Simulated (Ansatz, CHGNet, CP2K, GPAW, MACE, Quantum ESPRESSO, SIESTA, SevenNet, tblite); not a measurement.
# Quantum ESPRESSO on NaH9C4O7 (P-1) (84 atoms): settings against a plane-wave reference, part 2 of 2

How do the settings of Quantum ESPRESSO change the result for NaH9C4O7 (P-1) (84 atoms)? A plane-wave run serves as the yardstick.

Program: Quantum ESPRESSO 7.5; the method stands at each step. Banners, paths, timers and routine set-up lines are dropped from the logs unmarked, and long logs keep their key lines alone; longer cuts are marked.

So far. Step 2 (PBE, sssp-1.3.0-efficiency, 60/480 Ry): Forces lie 3.2 % from the reference's, at 7.6 times its CPU time (on 2 against 8 cores). Step 3 (PBE, gbrv-1.5, 40/200 Ry): Against the first run (3.2 %), the force difference from the reference is 18 %, at 0.45 times the CPU time.

### Step 4. PBE+D3(BJ), sssp-1.3.0-efficiency, 60/480 Ry

Method: Kohn-Sham DFT, PBE+D3(BJ), SSSP efficiency 1.3.0 pseudopotentials, plane waves.

The pseudopotential files are exchanged too: ./pseudo now holds the set sssp-pbe-1.3.0-efficiency.

The input, pw.in:

```
&control
  calculation = 'scf'
  pseudo_dir = './pseudo'
  outdir = './tmp'
  disk_io = 'none'
  tprnfor = .true.
  tstress = .true.
/
&system
  ibrav = 0
  nat = 84
  ntyp = 4
  ecutwfc = 60
  ecutrho = 480
  nosym = .true.
  occupations = 'smearing'
  smearing = 'fd'
  degauss = 0.003675
  vdw_corr = 'dft-d3'
  dftd3_version = 4
  dftd3_threebody = .false.
/
&electrons
  conv_thr = 4.2e-07
  electron_maxstep = 100
  mixing_beta = 0.4
  mixing_mode = 'plain'
  diagonalization = 'david'
/
ATOMIC_SPECIES
Na 22.990 Na.upf
H 1.008 H.upf
C 12.011 C.upf
O 15.999 O.upf
CELL_PARAMETERS angstrom
11.91200 0.00000 0.00000
-1.13193 6.29098 0.00000
-0.30376 -2.84790 10.85864
ATOMIC_POSITIONS crystal
[... 84 atom lines left out: the same atoms as in the first run ...]
K_POINTS gamma
```

The run is started by

```console
$ OMP_NUM_THREADS=1 mpirun -np 2 pw.x -in pw.in > output.txt
```

Log:

```text
[banner, memory and clock lines left out]
Program PWSCF
     gamma-point specific algorithms are used
     bravais-lattice index     =            0
     lattice parameter (alat)  =      22.5104  a.u.
     unit-cell volume          =    5491.2982 (a.u.)^3
     number of atoms/cell      =           84
     number of atomic types    =            4
     number of electrons       =       304.00
     number of Kohn-Sham states=          182
     kinetic-energy cutoff     =      60.0000  Ry
[... lines left out ...]
     scf convergence threshold =      4.2E-07
[... lines left out ...]
     number of k points=     1  Fermi-Dirac smearing, width (Ry)=  0.0037
[... lines left out ...]
     total energy              =   -1885.20869298 Ry
[... lines left out ...]
     total energy              =   -1886.99228590 Ry
[... lines left out ...]
     total energy              =   -1887.06165238 Ry
[... lines left out ...]
     total energy              =   -1887.08557226 Ry
[... lines left out ...]
     total energy              =   -1887.08557443 Ry
[... lines left out ...]
   -21.3281 -21.2566 -21.0759 -20.7166 -19.9956 -19.9876 -19.9722 -19.9631
   -19.9441 -19.9324 -19.9283 -19.9156 -19.9149 -19.8850 -19.8693 -19.8592
[...]
5.8215   6.5756   6.7603   6.8304   6.9245   7.1455   7.4265   7.4823
     7.6353   7.6886   7.8420   8.0052   8.1593   8.3110   8.7026   8.8047
     8.8765   9.1686   9.2627   9.3125   9.3595   9.5694
     the Fermi energy is     1.3763 ev
!    total energy              =   -1887.08557516 Ry
     estimated scf accuracy    <       0.00000016 Ry
     smearing contrib. (-TS)   =      -0.00000000 Ry
     internal energy E=F+TS    =   -1887.08557516 Ry
     The total energy is F=E-TS. E is the sum of the following terms:
     one-electron contribution =   -1078.97010458 Ry
     hartree contribution      =     657.44932909 Ry
     xc contribution           =    -366.23677813 Ry
     ewald contribution        =    -733.99843653 Ry
     DFT-D3 Dispersion         =      -0.41713233 Ry
     one-center paw contrib.   =    -364.91245268 Ry
     convergence has been achieved in  11 iterations
     Forces acting on atoms (cartesian axes, Ry/au):
     atom    1 type  1   force =    -0.00011628   -0.00464898    0.00572494
     atom    2 type  1   force =     0.00016328   -0.00316322   -0.00678271
     atom    3 type  2   force =    -0.00810423   -0.00719440   -0.02241560
[...]
atom   83 type  4   force =     0.01244891    0.00935027   -0.05877885
     atom   84 type  4   force =     0.00966216   -0.02549330   -0.06877262
     Total force =     0.698335     Total SCF correction =     0.000676
     Computing stress (Cartesian axis) and pressure
          total   stress  (Ry/bohr**3)                   (kbar)     P=       20.72
   0.00019607  -0.00000964   0.00005060           28.84       -1.42        7.44
  -0.00000964  -0.00000113  -0.00001454           -1.42       -0.17       -2.14
   0.00005060  -0.00001454   0.00022761            7.44       -2.14       33.48
     Message from routine punch:
     Nothing written, as per user request (disk_io='none')
```

It took 96 s on 2 MPI ranks of Arm Neoverse V2, shared host; peak memory 1.6 GiB; 3.2 min of CPU time.

Numbers from this run, and their distance from the reference:

```
r.m.s. force component                           : 1.131 eV/Å
r.m.s. difference of force components            : 35.18 meV/Å
longest difference of force vectors              : 185.2 meV/Å
force difference over r.m.s. force               : 3.154 %
slope of forces against the reference's          : 1.014
correlation of force components                  : 0.9996
gap (highest filled to lowest empty level) : 2.909 eV
gap difference                                   : -0.001 eV
pressure                                         : 2.072 GPa
pressure difference                              : -1.2 GPa
```

Against the first run (3.2 %), the force difference from the reference is 3.2 %, at 1.0 times the CPU time; the model has changed, so this is no error of the program alone.

### Step 5. Side by side

Differences are against the plane-wave reference, forces as r.m.s. over components; share is that over the reference's r.m.s. force, slope the least-squares factor from reference forces to these. Total energies of different programs have different zeros and aren't compared.

| run | Δ force, r.m.s. (meV/Å) | share (%) | slope | Δ pressure (GPa) | Δ gap (eV) | cores | CPU time | memory (GiB) |
| --- | --- | --- | --- | --- | --- | --- | --- | --- |
| reference | - | - | - | - | - | 8 | 24 s | 0.93 |
| QE PBE, sssp-1.3.0-efficiency, 60/480 Ry | 35.1 | 3.15 | 1.014 | -0.0109 | -0.001 | 2 | 3.1 min | 1.5 |
| QE PBE, gbrv-1.5, 40/200 Ry | 201 | 18.0 | 1.043 | 1.00 | -0.0021 | 2 | 83 s | 0.65 |
| QE PBE+D3(BJ), sssp-1.3.0-efficiency, 60/480 Ry | 35.2 | 3.15 | 1.014 | -1.20 | -0.001 | 2 | 3.2 min | 1.6 |

CPU time is summed over cores on a shared host, where runs went side by side, so it is rough. Symmetry, cutoffs, thresholds, outputs and thread counts weren't matched or tuned between programs; memory under MPI is the largest rank's times the ranks.

### Step 6. What came out

| Item | Value |
| --- | --- |
| nearest in forces | a tie at 3.2 % of 2 runs: QE PBE, sssp-1.3.0-efficiency, 60/480 Ry; QE PBE+D3(BJ), sssp-1.3.0-efficiency, 60/480 Ry |

**Reading.** PBE on plane waves or a grid with other potentials, cutoffs or grids differs from the reference by 3.2 % (QE PBE, sssp-1.3.0-efficiency, 60/480 Ry) to 18 % (QE PBE, gbrv-1.5, 40/200 Ry) of the r.m.s. force; this holds the reference's own error, so differences of a few per cent don't tell which side is nearer the exact PBE result (QE's 60 Ry are 816 eV, against the reference's 420 eV). QE PBE, gbrv-1.5, 40/200 Ry stands apart from the other plane-wave or grid runs, so its own grid or potentials are the likelier cause. Rows with another functional or a dispersion term differ by 3.2 % (QE PBE+D3(BJ), sssp-1.3.0-efficiency, 60/480 Ry), which mixes the change of model with differences of basis and potentials. None of the electronic-structure runs in the table takes under half the reference's CPU time of 24 s; they take 3.4 to 7.8 times as much. PBE gaps agree with the reference's 2.91 eV within 0.003 eV. These are spacings on the run's k-points, which needn't hold the band edges. With short bonds to hydrogen, sets of potentials differ among themselves by several per cent in forces even at converged cutoffs, so the reference isn't exact here either. GBRV, made for solids, lies farthest in such cells, whatever the cutoff. The reference's PBE has no dispersion term, which matters for the binding between molecules or layers. The published positions, changed by the recipe (random displacements or longer bonds to H), lie far from the minimum at this level of theory. The reference's pressure of 3.3 GPa belongs to a cell and atoms that aren't relaxed at this level. The electronic-structure runs sample only Γ, in a cell whose shortest periodic width is 6 Å.

[Also dropped from logs without a mark: logging warnings of Python, and SIESTA's first energy breakdown and zero terms.]

[Logs are printed without paths, hosts, clocks, repeated set-up lines and the standing remarks that a program may print on its own settings, such as how far it seeks lower states.]

[Hosts, paths, dates, database ids (printed as entryN), source tags and the programs' standing remarks are cut or masked in the printed files.]
